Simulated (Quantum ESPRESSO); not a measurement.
# Dielectric function and optical constants of KBr, part 3 of 3

Aim: the dielectric function of KBr, and the optical constants that follow from it.

Quantum ESPRESSO 7.5; DFT, PBE, plane waves with norm-conserving potentials (PseudoDojo), scalar-relativistic, independent-particle optical response without local fields and without the non-local commutator.

So far. Step 2 (Ground state): There is a gap, 4.44 eV on this mesh (points off the mesh can give less), so no carriers' term is needed.

### Step 5. Dielectric function

With the density converged, the vertical transitions are summed over the zone.

This step: DFT, PBE, plane waves with norm-conserving potentials (PseudoDojo), scalar-relativistic, independent-particle optical response without local fields and without the non-local commutator (Quantum ESPRESSO 7.5).

File epsilon.in:

```
&inputpp
  prefix = 'x'
  outdir = './tmp'
  calculation = 'eps'
/
&energy_grid
  smeartype = 'gauss'
  intersmear = 0.2
  wmin = 0.0
  wmax = 22
  nw = 500
/
```

Launch:

```sh
> mpirun -n 4 epsilon.x -nk 4 -in epsilon.in
```

The log of the run:

```text
[banner, memory and clock lines left out]

     Broadcasting variables...

     IMPORTANT: XC functional enforced from input :
     Exchange-correlation= PBE
                           (   1   4   3   4   0   0   0)
     Any further DFT definition will be discarded

     G-vector sticks info

     Fermi energy [eV] is:  1.11647
     The system is a dielectric...
     metallic system: redefining wmin =     0.000000

     Performing eps calculation...

     xx,yy,zz plasmon frequences [eV] are:    14.916595626   14.916595626   14.916595626
```

Elapsed: 1.8 s, on 4 MPI ranks of Arm Neoverse V2, shared host; peak memory 0.05 GiB.

This step gave:

- electronic dielectric constant ε∞, mean over x, y and z (by symmetry where fewer were run): 2.894
- main peak of Im epsilon, first axis: 6.876 eV
- centre of weight of the strongest loss peak in the window: 11.52 eV

Values under the direct gap are tails of Lorentzian lines. Table of Im ε, any direction by photon energy; read off at these points:

```tsv
photon energy (eV)	Im ε, any direction
0.00	0
0.50	0.00253
1.00	0.00521
1.50	0.00824
2.00	0.0119
2.50	0.0166
3.00	0.0232
3.50	0.0339
4.00	0.0574
4.50	0.198
5.00	0.494
5.50	1.27
6.00	0.978
6.44	2.89
6.50	2.63
6.88	4.86
7.00	4.01
7.50	3.58
8.00	2.49
8.50	2.03
9.00	3.86
9.39	4.48
9.50	3.80
9.88	3.74
10.00	3.16
10.50	1.93
11.00	1.02
11.50	0.767
12.00	0.982
12.50	1.08
13.00	0.629
13.50	0.366
14.00	0.526
14.50	1.69
15.00	1.75
15.50	0.905
16.00	0.617
16.50	0.360
17.00	0.418
17.50	0.750
18.00	1.05
18.50	1.24
19.00	1.15
19.50	1.01
20.00	1.87
20.50	2.58
20.85	3.27
21.00	2.58
21.50	1.85
22.00	2.13
```

Re ε, any direction against photon energy:

```tsv
photon energy (eV)	Re ε, any direction
0.0	2.89
0.5	2.90
1.0	2.92
1.5	2.95
2.0	3.00
2.5	3.07
3.0	3.17
3.5	3.31
4.0	3.53
4.5	3.86
5.0	3.83
5.5	4.35
6.0	5.09
6.5	4.20
7.0	3.15
7.5	1.84
8.0	1.93
8.5	2.42
9.0	2.85
9.5	0.433
10.0	-0.511
10.5	-0.642
11.0	-0.397
11.5	0.448
12.0	0.723
12.5	0.587
13.0	0.768
13.5	1.02
14.0	2.05
14.5	1.36
15.0	0.627
15.5	0.553
16.0	0.797
16.5	1.01
17.0	1.50
17.5	1.66
18.0	1.48
18.5	1.28
19.0	1.43
19.5	1.75
20.0	2.02
20.5	1.60
21.0	0.189
21.5	0.295
22.0	0.622
```

The reflectivity at normal incidence, any direction has structure finer than the step of the table below, so its rows give means over 0.5 eV, whole bins alone (the curve runs from 0 to 22 eV). Peaks (eV: height): 6.88: 23.4, 9.43: 25.9, 10.01: 28.9, 10.45: 29.4, 10.98: 28.7, 15.03: 12.9, 20.94: 22.3.

Table of reflectivity at normal incidence, any direction by photon energy; means over each step:

```tsv
photon energy (eV)	reflectivity at normal incidence, any direction (%)
0.5	6.77
1.0	6.85
1.5	6.99
2.0	7.20
2.5	7.49
3.0	7.89
3.5	8.47
4.0	9.35
4.5	10.9
5.0	11.4
5.5	12.6
6.0	15.1
6.5	17.3
7.0	21.1
7.5	17.8
8.0	13.0
8.5	11.6
9.0	19.2
9.5	23.6
10.0	25.6
10.5	25.4
11.0	22.2
11.5	7.17
12.0	5.32
12.5	6.49
13.0	3.00
13.5	1.02
14.0	4.19
14.5	9.02
15.0	11.0
15.5	6.77
16.0	3.43
16.5	0.933
17.0	1.65
17.5	3.58
18.0	5.04
18.5	5.30
19.0	4.62
19.5	4.50
20.0	8.75
20.5	13.8
21.0	20.5
21.5	16.8
```

The loss function −Im 1/ε at q → 0, any direction has structure finer than the step of the table below, so its rows give means over 0.5 eV, whole bins alone (the curve runs from 0 to 22 eV). Peaks (eV: height): 11.15: 1.30, 12.65: 0.870, 15.52: 0.812, 18.52: 0.398, 21.74: 0.634.

Values under the direct gap are tails of Lorentzian lines. Loss function −Im 1/ε at q → 0, any direction against energy loss; means over each step:

```tsv
energy loss (eV)	loss function −Im 1/ε at q → 0, any direction
0.5	3.0e-4
1.0	6.1e-4
1.5	9.5e-4
2.0	0.00132
2.5	0.00176
3.0	0.00232
3.5	0.00312
4.0	0.00483
4.5	0.0146
5.0	0.0358
5.5	0.0529
6.0	0.0488
6.5	0.0858
7.0	0.143
7.5	0.228
8.0	0.258
8.5	0.199
9.0	0.172
9.5	0.252
10.0	0.325
10.5	0.485
11.0	0.908
11.5	0.899
12.0	0.641
12.5	0.723
13.0	0.633
13.5	0.293
14.0	0.139
14.5	0.340
15.0	0.554
15.5	0.781
16.0	0.678
16.5	0.333
17.0	0.175
17.5	0.213
18.0	0.298
18.5	0.351
19.0	0.349
19.5	0.238
20.0	0.228
20.5	0.260
21.0	0.365
21.5	0.548
```

Table of refractive index n and extinction k by photon energy:

```tsv
photon energy (eV)	n	k
0	1.70	0
1	1.71	0.00153
2	1.73	0.00343
3	1.78	0.00652
4	1.88	0.0153
5	1.96	0.126
6	2.27	0.216
7	2.03	0.988
8	1.59	0.782
9	1.96	0.988
10	1.16	1.36
11	0.590	0.862
12	0.986	0.498
13	0.938	0.335
14	1.44	0.182
15	1.11	0.784
16	0.950	0.325
17	1.23	0.169
18	1.28	0.409
19	1.28	0.452
20	1.54	0.605
21	1.18	1.10
22	1.19	0.893
```

Optical constants at common wavelengths, from n + ik = √ε:

```tsv
wavelength (nm)	n	k	R (%)	1/α
1550	1.71	0.001	6.8	102 µm
1064	1.71	0.002	6.9	47 µm
800	1.72	0.002	7.0	26 µm
633	1.73	0.003	7.2	15 µm
450	1.77	0.006	7.7	6.4 µm
405	1.79	0.007	7.9	4.7 µm
248	1.96	0.126	10.7	156 nm
```

Below the direct gap, k and the depth come from the tails of the Lorentzian lines, not from transitions.

Rows near the edge hang on the gap, which this functional as a rule makes too small, and phonon-assisted absorption is left out.

### Step 6. What came out

| Item | Value |
| --- | --- |
| electronic dielectric constant ε∞, mean over x, y and z (by symmetry where fewer were run) (independent particles) | 2.89 |
| main peak of Im epsilon, first axis | 6.88 eV |
| centre of weight of the strongest loss peak in the window, first axis | 11.5 eV |

**Reading.** At this level (PBE, independent particles) KBr has ε∞ = 2.89 and n = 1.71 at 1550 nm, and Im ε peaks at 6.9 eV. Distinct maxima of Im ε, read by a parabola through the highest points, lie at 6.88 eV (4.9), 9.38 eV (4.5), 9.88 eV (3.7) and 20.85 eV (3.3). Excitons and phonon-assisted transitions are missing, and so are local fields; PBE gaps are as a rule too small, which pulls the onset down and ε∞ up. epsilon.x leaves out the commutator of the non-local potential, so its intensities are off, as a rule too high. The sum runs over mesh points, so small or evenly spaced maxima can still be ripples of the mesh.

[Machine, clock, banner and «Message from routine» lines are left out of the logs.]

[Logs are printed without paths, hosts, clocks, repeated set-up lines and the standing remarks that a program may print on its own settings, such as how far it seeks lower states.]

[Hosts, paths, dates, database ids (printed as entryN), source tags and the programs' standing remarks are cut or masked in the printed files.]
